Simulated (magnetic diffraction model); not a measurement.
# Which magnetic order? V₄In₃BiO₁₂

Space group Im-3 (no. 204), a = 7.9870 Å.

```csv
site,atom,x,y,z
2a,Bi,0,0,0
6b,In,0,0,1/2
8c,V,1/4,1/4,1/4
24g,O,0.2960,0.1920,0
```

The compound is invented for this exercise: a known structure type with other elements, its cell scaled to their sizes and not relaxed.

Only V is taken to order (form factors of V3+); orders and moment sizes are assumed, and not adapted to the symmetry. Radiation: neutrons of λ = 2.567 Å, 8° to 90°; isotropic B of 0.15 Å² (Bi), 0.24 Å² (In), 0.35 Å² (V) and 0.41 Å² (O). Simulated constant-wavelength pattern: nuclear and magnetic terms add, the magnetic one as |2.695 fm × Σ f S⊥ exp(2πi Q·r) exp(−B s²)|², summed over all Q at one angle with the factor 1/(sin²θ cos θ). For collinear order S is the moment m, which repeats by lattice and centring translations R with the sign exp(−2πi k·R). Free-ion form factors, Sears's scattering lengths of 1992, no absorption; a label names one of the reflections at its angle. The strongest nuclear line in the range is 100, and lines under 0.2 are left out.

Above the ordering temperature:

```
2θ (°)    index      I
 26.27  (1 1 0)    2.6
 37.49  (2 0 0)    3.6
 54.07  (2 2 0)    0.4
 61.09  (3 1 0)   63.9
 67.65  (2 2 2)  100.0
 73.92  (3 2 1)   72.5
 80.00  (4 0 0)   41.3
 85.97  (4 1 1)    6.2
```

Below it (cell unchanged):

```
2θ (°)      I
 13.05    8.5
 22.70    3.5
 26.27    2.6
 29.44    0.6
 34.99    3.3
 37.49    3.6
 39.86    2.0
 48.37    1.7
 52.22    0.5
 54.07    0.4
 55.88    0.6
 59.38    1.3
 61.09   63.9
 62.76    0.6
 66.04    0.6
 67.65  100.0
 69.24    0.4
 72.38    0.5
 73.92   72.5
 78.50    0.3
 80.00   41.3
 81.50    0.5
 84.48    0.3
 85.97    6.2
 87.45    0.5
```

**Question.** Check that the new lines index with k = (1/2 1/2 1), then choose among these models:
A. collinear moments along [111], 1.6 μB on V; signs + at (1/4, 1/4, 1/4), + at (1/4, 3/4, 1/4), − at (3/4, 1/4, 1/4), + at (1/4, 1/4, 3/4)
B. collinear moments along [111], 1.6 μB on V; signs + at (1/4, 1/4, 1/4), + at (1/4, 3/4, 1/4), + at (3/4, 1/4, 1/4), + at (1/4, 1/4, 3/4)
C. collinear moments along [110], 1.6 μB on V; signs + at (1/4, 1/4, 1/4), + at (1/4, 3/4, 1/4), + at (3/4, 1/4, 1/4), + at (1/4, 1/4, 3/4)
D. collinear moments along [110], 1.6 μB on V; signs + at (1/4, 1/4, 1/4), + at (1/4, 3/4, 1/4), − at (3/4, 1/4, 1/4), + at (1/4, 1/4, 3/4)

The new lines index as (1/2 -1/2 0) at 13.05°, (1/2 1/2 1) at 22.70°, (3/2 1/2 0) at 29.44° and (3/2 -1/2 1) at 34.99°, that is as H ± k with k = (1/2 1/2 1), one of 6 inequivalent arms of its star (k and −k counted as one), which a powder can't tell apart. Half indices mean that the moments reverse under translations with k·R a half-integer, and the magnetic cell has twice the primitive volume.

Magnetic intensity, observed (below minus above) and for each model:

| 2θ (°) | index | observed | A | B | C | D |
| --- | --- | --- | --- | --- | --- | --- |
| 13.05 | (1/2 -1/2 0) | 8.5 | 17.0 | 8.5 | 8.5 | 17.0 |
| 22.70 | (1/2 1/2 1) | 3.5 | <0.2 | 2.9 | 3.5 | <0.2 |
| 29.44 | (3/2 1/2 0) | 0.6 | 2.7 | 1.4 | 0.6 | 1.1 |
| 34.99 | (3/2 -1/2 1) | 3.3 | <0.2 | 3.1 | 3.3 | <0.2 |
| 39.86 | (3/2 -3/2 0) | 2.0 | 3.3 | 1.6 | 2.0 | 4.1 |
| 48.37 | (3/2 1/2 2) | 1.7 | 3.2 | 1.6 | 1.7 | 3.4 |
| 55.88 | (5/2 3/2 0) | 0.6 | 1.3 | 0.7 | 0.6 | 1.1 |
| 59.38 | (1/2 1/2 3) | 1.3 | <0.2 | 1.1 | 1.3 | <0.2 |

Model C matches.

The structure used: k = (1/2 1/2 1), collinear moments along [110], 1.6 μB on V; signs + at (1/4, 1/4, 1/4), + at (1/4, 3/4, 1/4), + at (3/4, 1/4, 1/4), + at (1/4, 1/4, 3/4).

[Logs are printed without paths, hosts, clocks, repeated set-up lines and the standing remarks that a program may print on its own settings, such as how far it seeks lower states.]
